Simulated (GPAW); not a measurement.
## Ta: optical spectrum from first principles

Aim: the dielectric function of Ta, and the optical constants that follow from it.

Main program and level: GPAW 26.7.0; DFT, PBE, plane-wave PAW (GPAW data sets), scalar-relativistic, RPA, optical limit.

### 1. The starting structure

It takes space group Im-3m (No. 229, cubic). The conventional cell has a = 3.303 Å, b = 3.303 Å, c = 3.303 Å, α = 90.00°, β = 90.00°, γ = 90.00°. Ta has 8 Ta at 2.86 Å nearest.

As a file:

```
Ta
1.0
    -1.65128    1.65128    1.65128
     1.65128   -1.65128    1.65128
     1.65128    1.65128   -1.65128
Ta
1
Direct
  0.00000 0.00000 0.00000
```

### 2. Dielectric function, RPA

Local fields let the induced charge screen the field inside the cell, which as a rule lowers ε, most along directions where the density is uneven.

df.py reads:

```python
from gpaw.response.df import DielectricFunction

df = DielectricFunction('full.gpw', frequencies={'type': 'nonlinear', 'domega0': 0.03, 'omega2': 8},
                        ecut=50,
                        eta=0.15,
                        nbands=19,
                        rate=0.05,
                        txt='df.txt')
for direction in ['x']:
    df.get_dielectric_function(xc='RPA', direction=direction, filename=f'df_{direction}.csv')
```

Command:

```
OMP_NUM_THREADS=1 python df.py
```

Numbers of over 12 decimals in the logs are rounded to 6 here.

The log of the run:

```text
Using integrator: PointIntegrator
NonLinearFrequencyDescriptor(from 0.000 to 105.287 eV, 545 points)
Nonperiodic BCs:  [False False False]
Using integrator: PointIntegrator
NonLinearFrequencyDescriptor(from 0.000 to 105.287 eV, 545 points)
Nonperiodic BCs:  [False False False]
Using integrator: PointIntegrator

Calculating chi0 body with:
    Ground state adapter containing:
    Number of spins: 1
    Number of kpoints: 9261
    Number of irreducible kpoints: 286
    Number of completely occupied states: 5
    Number of partially occupied states: 8

    Linear response parametrization:
    q_c: [0.0, 0.0, 0.0]
    Number of frequency points: 545
    Planewave cutoff: 50.0
    Number of bands: 19
    Number of planewaves: 13
    Broadening (eta): 0.15

Integrating chi0 body.

Symmetries of q_c:
    Direct symmetries (Uq -> q): 48
    Indirect symmetries (TUq -> q): 0
In total 48 allowed symmetries.

286 groups of equivalent kpoints. 96.911781% reduction.

Integral kind: spectral function

Calculating chi0 optical extensions with:
    Ground state adapter containing:
    Number of spins: 1
    Number of kpoints: 9261
    Number of irreducible kpoints: 286
    Number of completely occupied states: 5
    Number of partially occupied states: 8

    Linear response parametrization:
    Number of frequency points: 545
    Planewave cutoff: 50.0
    Number of bands: 19
    Number of planewaves: 13
    Broadening (eta): 0.15
Integrating chi0 head and wings.

Symmetries of q_c:
    Direct symmetries (Uq -> q): 48
    Indirect symmetries (TUq -> q): 0
In total 48 allowed symmetries.

286 groups of equivalent kpoints. 96.911781% reduction.

Integral kind: spectral function wings

Calculating drude chi0 with:
    Number of frequency points:545
    Plasma frequency decay rate: 0.05 eV

    Ground state adapter containing:
    Number of spins: 1
    Number of kpoints: 9261
    Number of irreducible kpoints: 286
    Number of completely occupied states: 5
    Number of partially occupied states: 8

Symmetries of q_c:
    Direct symmetries (Uq -> q): 48
    Indirect symmetries (TUq -> q): 0
In total 48 allowed symmetries.

286 groups of equivalent kpoints. 96.911781% reduction.

Integral kind: intraband
Plasma frequency:
[[8.5+0.j 0. -0.j 0. +0.j]
 [0. -0.j 8.5+0.j 0. +0.j]
 [0. +0.j 0. +0.j 8.5+0.j]]
```

Run time: 9 s. Hardware: 1 thread of Intel Xeon Platinum 8488C (Sapphire Rapids), shared host; peak memory 0.2 GiB.

Read-outs, printed or worked out from the files:

```
main peak of the optical conductivity above 1 eV, first axis : 5.233 eV
```

Some rows of df_x.csv (energy; Re and Im without local fields; Re and Im with them):

```text
0.000000, 28915.781058, 0.000000, 28915.755279, 0.000000
0.460735, -313.724670, 75.865310, -313.751257, 75.868566
0.943989, -63.721210, 12.502295, -63.747276, 12.508732
1.451455, -18.563463, 8.064113, -18.594423, 8.072142
1.984998, -2.750014, 8.251093, -2.784545, 8.254904
2.546682, 4.141343, 12.515219, 4.118313, 12.510649
3.138794, 1.921679, 12.621475, 1.891310, 12.623512
3.763875, 1.939754, 12.986622, 1.919652, 12.982931
4.424758, 4.265873, 11.352204, 4.265397, 11.352517
5.124608, 0.450561, 19.679089, 0.542553, 19.678482
5.866977, -8.179900, 11.057035, -8.231770, 11.179246
6.655862, -5.663937, 4.974986, -5.740677, 5.032435
7.495775, -2.805777, 3.572530, -2.861656, 3.617683
8.391833, -0.990823, 3.678747, -1.035577, 3.733467
9.349861, -1.948428, 4.336205, -2.021402, 4.440377
10.376517, -2.077189, 3.108449, -2.193243, 3.197811
11.479449, -1.645159, 2.359846, -1.796175, 2.441444
12.667487, -1.278726, 1.825883, -1.474153, 1.874968
13.950874, -0.655323, 1.680323, -0.889288, 1.631567
```

The Im ε, E ∥ x by photon energy; read off at these points:

```csv
photon energy (eV),"Im ε, E ∥ x"
0.500,60.2
0.750,19.4
1.000,11.6
1.250,8.76
1.500,8.04
1.750,7.98
2.000,8.38
2.250,8.74
2.500,11.7
2.750,13.3
2.938,13.5
3.000,13.4
3.250,12.5
3.500,12.4
3.750,12.9
4.000,10.7
4.250,11.0
4.500,11.9
4.750,14.2
5.000,18.4
5.173,19.8
5.250,19.6
5.500,16.2
5.750,12.5
6.000,9.71
6.250,7.10
6.500,5.73
6.750,4.79
7.000,4.11
7.250,3.45
7.500,3.61
7.750,3.47
8.000,3.42
8.250,3.31
8.500,4.03
8.750,4.00
9.000,4.19
9.250,4.56
9.500,4.01
9.750,3.35
10.000,3.21
10.250,3.49
10.500,2.85
10.750,2.51
11.000,2.54
11.250,2.77
11.500,2.40
11.750,2.10
12.000,2.33
12.250,2.12
12.500,2.18
12.750,1.76
13.000,1.68
13.250,1.68
13.500,1.82
13.750,1.80
```

Re ε, E ∥ x against photon energy:

```csv
photon energy (eV),"Re ε, E ∥ x"
0.5,-266
1.0,-55.3
1.5,-16.4
2.0,-2.56
2.5,4.24
3.0,2.08
3.5,2.06
4.0,1.66
4.5,4.62
5.0,3.24
5.5,-7.05
6.0,-8.28
6.5,-6.40
7.0,-4.73
7.5,-2.86
8.0,-2.07
8.5,-1.08
9.0,-1.08
9.5,-2.30
10.0,-1.69
10.5,-2.12
11.0,-1.37
11.5,-1.77
12.0,-1.26
12.5,-1.42
13.0,-1.08
13.5,-0.825
```

Table of Im ε, E ∥ x by photon energy; read off at these points:

```csv
photon energy (eV),without local fields,with local fields
0.50,60.2,60.2
1.00,11.6,11.6
1.50,8.03,8.04
2.00,8.37,8.38
2.50,11.7,11.7
2.94,13.5,13.5
3.00,13.4,13.4
3.50,12.4,12.4
4.00,10.7,10.7
4.50,11.9,11.9
5.00,18.4,18.4
5.17,19.8,19.8
5.50,16.1,16.2
6.00,9.60,9.71
6.50,5.67,5.73
7.00,4.06,4.11
7.50,3.57,3.61
8.00,3.37,3.42
8.50,3.96,4.03
9.00,4.12,4.19
9.50,3.92,4.01
10.00,3.14,3.21
10.50,2.77,2.85
11.00,2.48,2.54
11.50,2.32,2.40
12.00,2.27,2.33
12.50,2.11,2.18
13.00,1.65,1.68
13.50,1.81,1.82
```

The loss function −Im 1/ε at q → 0, E ∥ x by energy loss; read off at these points:

```csv
energy loss (eV),"loss function −Im 1/ε at q → 0, E ∥ x"
0.500,8.1e-4
0.750,0.00154
1.000,0.00363
1.250,0.00899
1.500,0.0241
1.750,0.0582
2.000,0.109
2.206,0.116
2.250,0.113
2.500,0.0756
2.750,0.0719
3.000,0.0728
3.250,0.0778
3.500,0.0787
3.750,0.0754
4.000,0.0916
4.250,0.0845
4.500,0.0730
4.750,0.0625
5.000,0.0526
5.250,0.0501
5.500,0.0518
5.750,0.0563
6.000,0.0596
6.250,0.0657
6.500,0.0777
6.750,0.0933
7.000,0.105
7.250,0.139
7.500,0.170
7.750,0.198
8.000,0.214
8.250,0.261
8.500,0.232
8.750,0.220
9.000,0.224
9.250,0.192
9.500,0.188
9.750,0.210
10.000,0.244
10.250,0.221
10.500,0.226
10.750,0.265
10.955,0.305
11.000,0.304
11.250,0.284
11.500,0.270
11.750,0.329
12.000,0.332
12.250,0.338
12.500,0.323
12.750,0.350
13.000,0.422
13.250,0.454
13.425,0.467
13.500,0.455
13.750,0.425
```

The reflectivity at normal incidence, E ∥ x has structure finer than the step of the table below, so its rows give means over 0.5 eV, whole bins alone (the curve runs from 0.305 to 14.0 eV). Peaks (eV: height): 3.02: 44.5, 6.23: 65.7, 9.62: 45.1, 10.45: 45.9, 11.48: 43.9, 12.67: 43.0.

Reflectivity at normal incidence, E ∥ x against photon energy; means over each step:

photon energy (eV), reflectivity at normal incidence, E ∥ x (%) and a bar from the least value:
```
      1.0       94.5 ##############################
      1.5       80.7 #######################
      2.0       49.8 ########
      2.5       40.0 ###
      3.0       43.8 #####
      3.5       42.8 #####
      4.0       41.3 ####
      4.5       40.5 ###
      5.0       49.6 ########
      5.5       60.0 #############
      6.0       64.2 ###############
      6.5       64.1 ###############
      7.0       60.4 #############
      7.5       50.5 ########
      8.0       42.6 ####
      8.5       35.9 #
      9.0       36.9 ##
      9.5       43.8 #####
     10.0       41.5 ####
     10.5       44.7 #####
     11.0       39.5 ###
     11.5       42.0 ####
     12.0       38.5 ##
     12.5       40.5 ###
     13.0       38.4 ##
     13.5       33.6
```

Optical constants at common wavelengths, from n + ik = √ε:

```csv
wavelength (nm),n,k,R (%),1/α
1550,0.86,9.797,96.6,13 nm
800,1.03,3.939,79.1,16 nm
450,2.87,2.317,43.6,15 nm
405,2.74,2.386,44.3,14 nm
365,2.74,2.293,43.1,13 nm
308,2.51,2.096,39.9,12 nm
248,3.31,2.778,49.6,7.1 nm
```

A polished face would reflect 41 % of daylight and look faintly pink-red (CIE x = 0.324, y = 0.314 under D65).

### 3. Summary of results

| Property | Result |
| --- | --- |
| main peak of the optical conductivity above 1 eV, first axis | 5.23 eV |

In words: At this level (PBE, RPA) Ta is a metal; it reflects 38 % at 550 nm. A polished face would reflect 41 % of daylight and look faintly pink-red (CIE x = 0.324, y = 0.314 under D65). The carriers' damping of 0.05 eV is typed, not computed; it shapes the response at the lowest energies. Spin-orbit coupling is left out although heavy atoms are present. The sum runs over mesh points, so small or evenly spaced maxima can still be ripples of the mesh. In this version of GPAW the matrix elements of the optical limit are incomplete, which can lower ε − 1 by up to a tenth where first-row anions or d states rule, and shift it by more in d metals. GPAW's carrier term has the form −ωp²/(ω + i·rate)², which damps like twice the rate and fails at low energy, so the curves leave the lowest energies out.

[Machine, clock and banner lines and Python warnings are left out of the logs.]

[Logs are printed without paths, hosts, clocks, repeated set-up lines and the standing remarks that a program may print on its own settings, such as how far it seeks lower states.]

[Hosts, paths, dates, database ids (printed as entryN), source tags and the programs' standing remarks are cut or masked in the printed files.]
